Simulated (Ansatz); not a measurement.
# F on Ag(100): change of the work function, part 2 of 3

Wanted: Δφ(θ) for F/Ag(100), starting from the hollow site.

Ansatz 0.2.0; plane-wave DFT, PBE, Ansatz PAW.

So far, work function, upper face (eV): step 2 (the clean slab) 4.24.

**3. The covered slab, k-mesh 6×6×1, coverage 0.25 ML**

System of this step: Ag16F (F/Ag(100)). The cell holds 17 atoms: 16 Ag and 1 F. Its edges and angles: a = 5.784 Å, b = 5.784 Å, c = 24.828 Å, α = 90.0°, β = 90.0°, γ = 90.0°. Vacuum lies along c.

The clean slab as it ended is repeated in the plane and the adsorbate is set on one face; the cell's size fixes the coverage, and the k-mesh shrinks with it to keep the sampling density about even. Adsorbate and upper layers relax, since the dipole depends on the height.

input.yaml reads:

```yaml
crystal:
  lattice:
    - [5.7841334702, 0.0, 0.0]
    - [0.0, 5.7841334702, 0.0]
    - [0.0, 0.0, 24.8279432599]
  atoms:
    - { symbol: Ag, position: [0.25, 0.25, 0.3624947869] }
    - { symbol: Ag, position: [0.0, 0.0, 0.4448616578] }
    - { symbol: Ag, position: [0.25, 0.25, 0.5297657253] }
    - { symbol: Ag, position: [0.0, 0.0, 0.613338894] }
    - { symbol: Ag, position: [0.25, 0.75, 0.3624947869] }
    - { symbol: Ag, position: [0.0, 0.5, 0.4448616578] }
    - { symbol: Ag, position: [0.25, 0.75, 0.5297657253] }
    - { symbol: Ag, position: [0.0, 0.5, 0.613338894] }
    - { symbol: Ag, position: [0.75, 0.25, 0.3624947869] }
    - { symbol: Ag, position: [0.5, 0.0, 0.4448616578] }
    - { symbol: Ag, position: [0.75, 0.25, 0.5297657253] }
    - { symbol: Ag, position: [0.5, 0.0, 0.613338894] }
    - { symbol: Ag, position: [0.75, 0.75, 0.3624947869] }
    - { symbol: Ag, position: [0.5, 0.5, 0.4448616578] }
    - { symbol: Ag, position: [0.75, 0.75, 0.5297657253] }
    - { symbol: Ag, position: [0.5, 0.5, 0.613338894] }
    - { symbol: F, position: [0.25, 0.25, 0.6375052131] }
kpoints:
  mp_grid: { grid: [6, 6, 1] }
hamiltonian:
  xc: pbe
scf:
  occupations: { method: fermi_dirac, width: 0.1 }
  convergence: { dr2_threshold: 1.0e-08 }
efield:
  axis: 3
  dipole_correction: true
  ramp_position: 0.97
  ramp_width: 0.06
relax:
  f_tol: 0.02
  max_steps: 60
  constraints: [{ sites: [0, 1, 4, 5, 8, 9, 12, 13] }]
output:
  dos: { projected: true, e_range: [-8, 4] }
  write_potential: true
  write_density: true
  volumetric_format: npy
  elf: true
```

On the command line:

```bash
> ansatz run input.yaml --threads 4 --pin off --max-ram 6144MiB --backend cpu --events-out ev --progress --plain --runs-dir out
```

Numbers of over 12 decimals in the logs are rounded to 6 here.

What it wrote:

```text
[...]
Crystal: 17 atoms, lattice volume = 830.649 Å³
Basis set: ecut = 420 eV, 16303 PW (Γ), exchange–correlation on 80×80×360 points (8 copies of the dense FFT grid, shifted against one another)
Bands: 187, of which v1, the nominal top of the filled ones, is band 156 counted from 1 (155 counted from 0)
Symmetry: 8 space group operations
[...]
k-points: 10 of 36
[...]
SCF iter   1: F=—  HF=-122252.370696 eV  |F-HF|=—  |Δ(HF+E_count)|=         —  Δρ=1.50e-3  dr2=1.07e-1  ethr=1.77e-3  p=0.056 e·Å  D=1.22e-2 V/Å  ΔV_dip=-0.30 eV  dr2_dipole=2.64e-2  V_vac-E_F(+/−)=3.92/4.22 eV  ⟨swp⟩=6.7  Hψ=7461  notcnv=0  defer=78
[...]
SCF iter   9: F=-122252.381053 eV  HF=-122252.381053 eV  |F-HF|=1.96e-8  |Δ(HF+E_count)|=   2.23e-8  Δρ=5.97e-7  dr2=3.27e-9  ethr=3.22e-12  p=0.026 e·Å  D=5.75e-3 V/Å  ΔV_dip=-0.14 eV  dr2_dipole=8.18e-12  V_vac-E_F(+/−)=4.06/4.20 eV  ⟨swp⟩=15.5  Hψ=13416  notcnv=0
SCF 1 converged in 9 iterations: F = -122252.381053 eV  dr2 = 3.27e-9
[...]
relax step   1: F+E_penalty+E_count = -122252.38105259 eV  Δ(F+E_penalty+E_count) = +0.000e0 eV  max|allowed force component| = 2.976e0 eV/Å  Δτ_max = 0.0000 Å  (9 SCF iters, accepted)
[...]
SCF iter  10: F=-122253.231146 eV  HF=-122253.231146 eV  |F-HF|=2.50e-9  |Δ(HF+E_count)|=   3.32e-9  Δρ=3.26e-7  dr2=8.76e-10  ethr=3.22e-12  p=-0.034 e·Å  D=-7.39e-3 V/Å  ΔV_dip=0.18 eV  dr2_dipole=1.46e-12  V_vac-E_F(+/−)=4.39/4.20 eV  ⟨swp⟩=8.2  Hψ=10774  notcnv=0
SCF 2 converged in 10 iterations: F = -122253.231146 eV  dr2 = 8.76e-10
relax step   2: F+E_penalty+E_count = -122253.23114601 eV  Δ(F+E_penalty+E_count) = -8.501e-1 eV  max|allowed force component| = 1.243e0 eV/Å  Δτ_max = 0.1959 Å  (10 SCF iters, accepted)
SCF iter   1: F=—  HF=-122253.482277 eV  |F-HF|=—  |Δ(HF+E_count)|=         —  Δρ=3.35e-3  dr2=9.12e-2  ethr=5.24e-4  p=-0.034 e·Å  D=-7.39e-3 V/Å  ΔV_dip=0.18 eV  dr2_dipole=9.31e-3  V_vac-E_F(+/−)=4.41/4.22 eV  ⟨swp⟩=4.2  Hψ=4698  notcnv=0  defer=164
[...]
SCF iter   9: F=-122253.459183 eV  HF=-122253.459183 eV  |F-HF|=4.37e-11  |Δ(HF+E_count)|=   3.96e-8  Δρ=6.35e-7  dr2=4.99e-9  ethr=3.22e-12  p=-0.078 e·Å  D=-1.69e-2 V/Å  ΔV_dip=0.42 eV  dr2_dipole=1.54e-10  V_vac-E_F(+/−)=4.62/4.20 eV  ⟨swp⟩=13.6  Hψ=12345  notcnv=0
SCF 3 converged in 9 iterations: F = -122253.459183 eV  dr2 = 4.99e-9
relax step   3: F+E_penalty+E_count = -122253.45918283 eV  Δ(F+E_penalty+E_count) = -2.280e-1 eV  max|allowed force component| = 9.026e-1 eV/Å  Δτ_max = 0.2000 Å  (9 SCF iters, accepted)
[...]
relax step   4: F+E_penalty+E_count = -122253.58754061 eV  Δ(F+E_penalty+E_count) = -1.284e-1 eV  max|allowed force component| = 2.821e-1 eV/Å  Δτ_max = 0.1949 Å  (9 SCF iters, accepted)
SCF iter   1: F=—  HF=-122253.619392 eV  |F-HF|=—  |Δ(HF+E_count)|=         —  Δρ=2.10e-3  dr2=3.81e-2  ethr=2.25e-4  p=-0.142 e·Å  D=-3.10e-2 V/Å  ΔV_dip=0.77 eV  dr2_dipole=4.01e-3  V_vac-E_F(+/−)=4.98/4.21 eV  ⟨swp⟩=4.0  Hψ=3978  notcnv=0  defer=174
[...]
SCF iter   8: F=-122253.606869 eV  HF=-122253.606869 eV  |F-HF|=2.76e-8  |Δ(HF+E_count)|=   5.31e-8  Δρ=6.05e-7  dr2=3.51e-9  ethr=3.22e-12  p=-0.176 e·Å  D=-3.84e-2 V/Å  ΔV_dip=0.95 eV  dr2_dipole=2.41e-10  V_vac-E_F(+/−)=5.15/4.20 eV  ⟨swp⟩=13.6  Hψ=12390  notcnv=0
SCF 5 converged in 8 iterations: F = -122253.606869 eV  dr2 = 3.51e-9
relax step   5: F+E_penalty+E_count = -122253.60686863 eV  Δ(F+E_penalty+E_count) = -1.933e-2 eV  max|allowed force component| = 1.231e-2 eV/Å  Δτ_max = 0.1376 Å  (8 SCF iters, accepted)
NSCF: frozen V_eff on 10 k-points
[...]
SCF converged after 8 iterations
Free energy (F): -122253.606869 eV
[...]
Internal energy: -122253.441397 eV  (E = F + TS)
E sigma→0 (E₀):  -122253.524133 eV
Entropy (-TS):   -0.165471 eV (-9.734 meV/atom)
Fermi energy:    2.682628 eV
Dipole field:    D = -0.038373 V/Å  (p = -0.176148 e·Å, saw-weighted, corrected)
Work function:   Φ+ = 5.1481 eV   Φ− = 4.1954 eV
[...]
--- Forces (eV/Å), atoms counted from 1 ---
  atom   1  Ag    -0.00000000     0.00000000    -0.05892756
  atom   2  Ag    -0.04007113    -0.04007113     0.08084753
  atom   3  Ag     0.00000000     0.00000000     0.00374704
  atom   4  Ag     0.00990795     0.00990795    -0.00781205
  atom   5  Ag     0.00000000     0.00000000    -0.08354136
  atom   6  Ag    -0.04007113     0.04007113     0.08084753
  atom   7  Ag     0.00000000     0.00000000     0.01230988
  atom   8  Ag     0.00990795    -0.00990795    -0.00781205
  atom   9  Ag    -0.00000000     0.00000000    -0.08354136
  atom  10  Ag     0.04007113    -0.04007113     0.08084753
  atom  11  Ag    -0.00000000     0.00000000     0.01230988
  atom  12  Ag    -0.00990795     0.00990795    -0.00781205
  atom  13  Ag    -0.00000000     0.00000000    -0.09508165
  atom  14  Ag     0.04007113     0.04007113     0.08084753
  atom  15  Ag    -0.00000000     0.00000000     0.00664418
  atom  16  Ag    -0.00990795    -0.00990795    -0.00781205
  atom  17  F      0.00000000     0.00000000    -0.00605445
  max |Σ_I F_I| component: 6.54e-6 eV/Å
--- Band table (eV; the first three rows and the last of 10) ---
  k-point 0: bands = [... 152 lower, 2.2909, 2.3536, 2.3536, 2.6329, 2.8446, 2.8446, 2.9553, 3.8129, ... 27 higher]
  k-point 1: bands = [... 152 lower, 1.6228, 2.4723, 2.5267, 2.8584, 3.1088, 3.2639, 3.8017, 4.2634, ... 27 higher]
  k-point 2: bands = [... 152 lower, 1.1642, 2.6174, 2.9255, 2.9503, 3.4343, 3.8013, 4.1927, 4.2090, ... 27 higher]
  k-point 9: bands = [... 152 lower, 0.9910, 1.3421, 1.3421, 1.5219, 2.9113, 3.2075, 3.2075, 3.4967, ... 27 higher]
--- Relaxed structure (5 steps of the walk, 5 accepted, 0 SCFs on fresh bases) ---
  F+E_penalty+E_count = -122253.60686863 eV   max|allowed force component| = 1.231e-2 eV/Å
  atoms:
    - { symbol: Ag, position: [0.250000, 0.250000, 0.362495] }
    - { symbol: Ag, position: [0.0, 0.0, 0.444862] }
    - { symbol: Ag, position: [0.250000, 0.250000, 0.528678] }
    - { symbol: Ag, position: [-0.00340353, -0.00340353, 0.614038] }
    - { symbol: Ag, position: [0.250000, 0.750000, 0.362495] }
    - { symbol: Ag, position: [0.0, 0.500000, 0.444862] }
    - { symbol: Ag, position: [0.250000, 0.750000, 0.530150] }
    - { symbol: Ag, position: [-0.00340353, 0.503404, 0.614038] }
    - { symbol: Ag, position: [0.750000, 0.250000, 0.362495] }
    - { symbol: Ag, position: [0.500000, 0.0, 0.444862] }
    - { symbol: Ag, position: [0.750000, 0.250000, 0.530150] }
    - { symbol: Ag, position: [0.503404, -0.00340353, 0.614038] }
    - { symbol: Ag, position: [0.750000, 0.750000, 0.362495] }
    - { symbol: Ag, position: [0.500000, 0.500000, 0.444862] }
    - { symbol: Ag, position: [0.750000, 0.750000, 0.531936] }
    - { symbol: Ag, position: [0.503404, 0.503404, 0.614038] }
    - { symbol: F, position: [0.250000, 0.250000, 0.666840] }
```

The job ended after 3.1 min (4 threads of Arm Neoverse V2, shared host; peak memory 3.8 GiB; 12 min of CPU time).

This run has no spin polarisation although its electron count is odd.

Relaxation path:

```
step  energy less that of the first step (eV)  largest force component (eV/Å)
   1                                   0.0000                          2.9762
   2                                  -0.8501                          1.2428
   3                                  -1.0781                          0.9026
   4                                  -1.2065                          0.2821
   5                                  -1.2258                          0.0123
```

Forces are held to the 8 operations that the run works with; a distortion that breaks them can't arise in this run.

The atoms that moved most (Å):

```
atom      dx      dy      dz  length
 F17   0.000   0.000   0.728   0.728
Ag15   0.000   0.000   0.054   0.054
 Ag4  -0.020  -0.020   0.017   0.033
Ag12   0.020  -0.020   0.017   0.033
 Ag8  -0.020   0.020   0.017   0.033
Ag16   0.020   0.020   0.017   0.033
 Ag3   0.000   0.000  -0.027   0.027
Ag11   0.000   0.000   0.010   0.010
```

The relaxed structure:

```
Ag F
1.0
     5.78413    0.00000    0.00000
     0.00000    5.78413    0.00000
     0.00000    0.00000   24.82794
Ag F
16 1
Direct
  0.25000 0.25000 0.36249
  0.00000 0.00000 0.44486
  0.25000 0.25000 0.52868
  0.99660 0.99660 0.61404
  0.25000 0.75000 0.36249
  0.00000 0.50000 0.44486
  0.25000 0.75000 0.53015
  0.99660 0.50340 0.61404
  0.75000 0.25000 0.36249
  0.50000 0.00000 0.44486
  0.75000 0.25000 0.53015
  0.50340 0.99660 0.61404
  0.75000 0.75000 0.36249
  0.50000 0.50000 0.44486
  0.75000 0.75000 0.53194
  0.50340 0.50340 0.61404
  0.25000 0.25000 0.66684
```

Numbers from this step:

```
energy at zero smearing        : -122253.5241 eV
work function, upper face      : 5.148 eV
work function, lower face      : 4.195 eV
dipole along the normal        : -0.1761 e·Å
step between the vacuum levels : 0.9527 eV
```

Running mean over 2.045 Å of the planar mean; the ramp of the sawtooth is left out. Electron's electrostatic potential energy less the Fermi level against z:

```
z (Å)  electron's electrostatic potential energy less the Fermi level (eV)
  3.5                                                                 4.20
  4.0                                                                 4.20
  4.5                                                                 4.19
  5.0                                                                 4.19
  5.5                                                                 4.18
  6.0                                                                 4.15
  6.5                                                                 4.03
  7.0                                                                 3.59
  7.5                                                                 1.92
  8.0                                                                -1.26
  8.5                                                                -4.30
  9.0                                                                -5.66
  9.5                                                                -5.92
 10.0                                                                -5.98
 10.5                                                                -6.01
 11.0                                                                -5.97
 11.5                                                                -5.73
 12.0                                                                -5.50
 12.5                                                                -5.57
 13.0                                                                -5.81
 13.5                                                                -5.80
 14.0                                                                -5.66
 14.5                                                                -5.63
 15.0                                                                -5.68
 15.5                                                                -5.40
 16.0                                                                -3.38
 16.5                                                                0.115
 17.0                                                                 2.87
 17.5                                                                 4.22
 18.0                                                                 4.92
 18.5                                                                 5.11
 19.0                                                                 5.14
 19.5                                                                 5.15
 20.0                                                                 5.15
 20.5                                                                 5.15
 21.0                                                                 5.15
 21.5                                                                 5.15
```

The density of states has structure finer than the step of the table below, so its rows give means over 0.25 eV, whole bins alone (the curve runs from -8 to 1.98 eV). Peaks (eV: height): -4.840: 101, -4.780: 89.6, -4.510: 71.5, -4.330: 70.4, -3.130: 79.0, -3.040: 77.4, -2.920: 76.1.

Density of states against energy, zero at the Fermi level; means over each step:

energy (eV), density of states (states/eV a cell) and a bar:
```
    -7.25          0 
    -7.00          1 #
    -6.75          1 #
    -6.50          2 #
    -6.25          2 #
    -6.00         17 ########
    -5.75         44 #####################
    -5.50         47 #######################
    -5.25         44 ######################
    -5.00         42 #####################
    -4.75         51 #########################
    -4.50         49 ########################
    -4.25         58 #############################
    -4.00         52 ##########################
    -3.75         54 ###########################
    -3.50         55 ###########################
    -3.25         61 ##############################
    -3.00         61 ##############################
    -2.75         25 ############
    -2.50         13 ######
    -2.25          6 ###
    -2.00          5 ##
    -1.75          3 ##
    -1.50          4 ##
    -1.25          4 ##
    -1.00          4 ##
    -0.75          4 ##
    -0.50          4 ##
    -0.25          5 ##
     0.00          4 ##
     0.25          6 ###
     0.50          5 ##
     0.75          5 ##
     1.00          5 ##
     1.25          3 ##
     1.50          6 ###
     1.75          5 ###
```

Projected DOS per atom over height of the atomic layer and energy from the Fermi level. Layers: Ag4 Ag4 Ag4 Ag4 F from below.

Ten even steps from '0' (0.00 states/eV) to '9' (4.42 states/eV), each cell a mean:
```
00000
00000
00000
00000
00000
00000
00000
00000
00000
00023
33463
97691
96682
95683
66753
56663
48742
15410
00000
00000
00000
00000
```
Columns: height of the atomic layer (Å) from 9 to 16.6 (not evenly spaced); rows upwards: energy from the Fermi level (eV) from -7.96 to 1.95.

Electrostatic potential energy in the ca plane at fractional y = 0.250, with atoms of Ag and F within 0.2 Å of it. With pseudopotentials it is smooth inside the atoms' cores, unlike the true potential.

Ten even steps from '0' (-36 eV) to '9' (8 eV), each cell a mean:
```
99888899889998888999889999999999999999999999
97534689999986335899999999999999999999999999
85100379999862002689999999999999999999999999
84000279999851001589999999999999999999999999
85100379999862002689999999999999999999999999
97534689999986435899999999999999999999999999
99878899889998878999889999999999999999999999
99888999888998888998889999999999999999999999
98766889999987667899999999999999999999999999
86312589999873114789999547999999999999999999
84000279999851001589996001899999999999999999
84000279999851001589996001899999999999999999
86312589999873114789999547999999999999999999
98766889999987667899999999999999999999999999
99888999888998888998889999999999999999999999
```
Columns run along c (16.0 Å, from fractional 0.32 to 0.96 of the cell; values clipped at the 3rd and 97th percentile), rows up along a (5.8 Å). Atoms in or near the plane, at fractional coordinates: Ag at (0.36, 0.25), Ag at (0.53, 0.25), Ag at (0.36, 0.75), Ag at (0.53, 0.75), F at (0.67, 0.25).

Valence density in the ca plane at fractional y = 0.250, with atoms of Ag and F within 0.2 Å of it. It is the smooth field of the valence electrons, not physical close to the nuclei.

Ten steps, logarithmic in the rise over the least value, from '0' (0 e/Å³) to '9' (18 e/Å³), each cell a mean:
```
01122111111111221111110000000000000000000000
12455311111123554211110000000000000000000000
14798621101136887311000000000000000000000000
25899731001137998411000000000000000000000000
14788621101136887311000000000000000000000000
12455311111123554211110000000000000000000000
01222111111111221111110000000000000000000000
01111111111111111111111000000000000000000000
01343211111112332111111221000000000000000000
13677421111125775211112554200000000000000000
15899631001147997410014786310000000000000000
15899631001147997410014786310000000000000000
13677421111125775211112454200000000000000000
01233211111112332111111221000000000000000000
01111111111111111111111000000000000000000000
```
Columns run along c (16.0 Å, from fractional 0.32 to 0.96 of the cell), rows up along a (5.8 Å). Atoms in or near the plane, at fractional coordinates: Ag at (0.36, 0.25), Ag at (0.53, 0.25), Ag at (0.36, 0.75), Ag at (0.53, 0.75), F at (0.67, 0.25).

ELF in the ca plane at fractional y = 0.250, with atoms of Ag and F within 0.2 Å of it. It is the smooth field of the valence electrons, not physical close to the nuclei.

Ten even steps from '0' (0.00) to '9' (0.81), each cell a mean:
```
12222222222222222222111000000000000000000000
22454322112223553222111100000000000000000000
24687522112236786322211100000000000000000000
25799632111236997422211100000000000000000000
24687522112235786322211100000000000000000000
22454322112223453222111100000000000000000000
12222222222222222222111000000000000000000000
12222222222222222221111111100000000000000000
12333222222222332211111465310000000000000000
23566422112225665211115999741000000000000000
25798632112236996321038979952000000000000000
25798632112236996321038979952000000000000000
23566422112225665211115999741000000000000000
12333222222222332211111465310000000000000000
11222222222222222221111011000000000000000000
```
Columns run along c (16.0 Å, from fractional 0.32 to 0.96 of the cell), rows up along a (5.8 Å). Atoms in or near the plane, at fractional coordinates: Ag at (0.36, 0.25), Ag at (0.53, 0.25), Ag at (0.36, 0.75), Ag at (0.53, 0.75), F at (0.67, 0.25).

The relaxation took 5 steps and lowered the energy by 1.2 eV; the largest force on the free atoms ends at 0.012 eV/Å.

By hand: a sheet of dipoles makes a step −p/(ε₀A) in the electron's potential. With e/ε₀ = 180.95 V·Å, p = -0.1761 e·Å and A = 33.46 Å², that is −180.95 × (-0.1761) / 33.46 = +0.953 eV, and the two vacuum levels of the run differ by +0.953 eV.

The covered face has 5.15 eV, +0.91 eV against the clean one; the bare back face has moved by -0.04 eV, a measure of how thin the slab is.

(Part 2 of 3 ends here.)

[Logs are printed without paths, hosts, clocks, repeated set-up lines and the standing remarks that a program may print on its own settings, such as how far it seeks lower states.]

[Hosts, paths, dates, database ids (printed as entryN), source tags and the programs' standing remarks are cut or masked in the printed files.]

[Maps of the electrostatic potential energy from Ansatz leave out the sawtooth potential of an applied field or a dipole correction, so their vacuum need not be flat; planar profiles and work functions include it.]

[The density of states shown here was stored with 400 of the rows of the run's finer table, so its peaks can read low, often by over a quarter, or be missed, and its means over a window can be off by a tenth or more.]
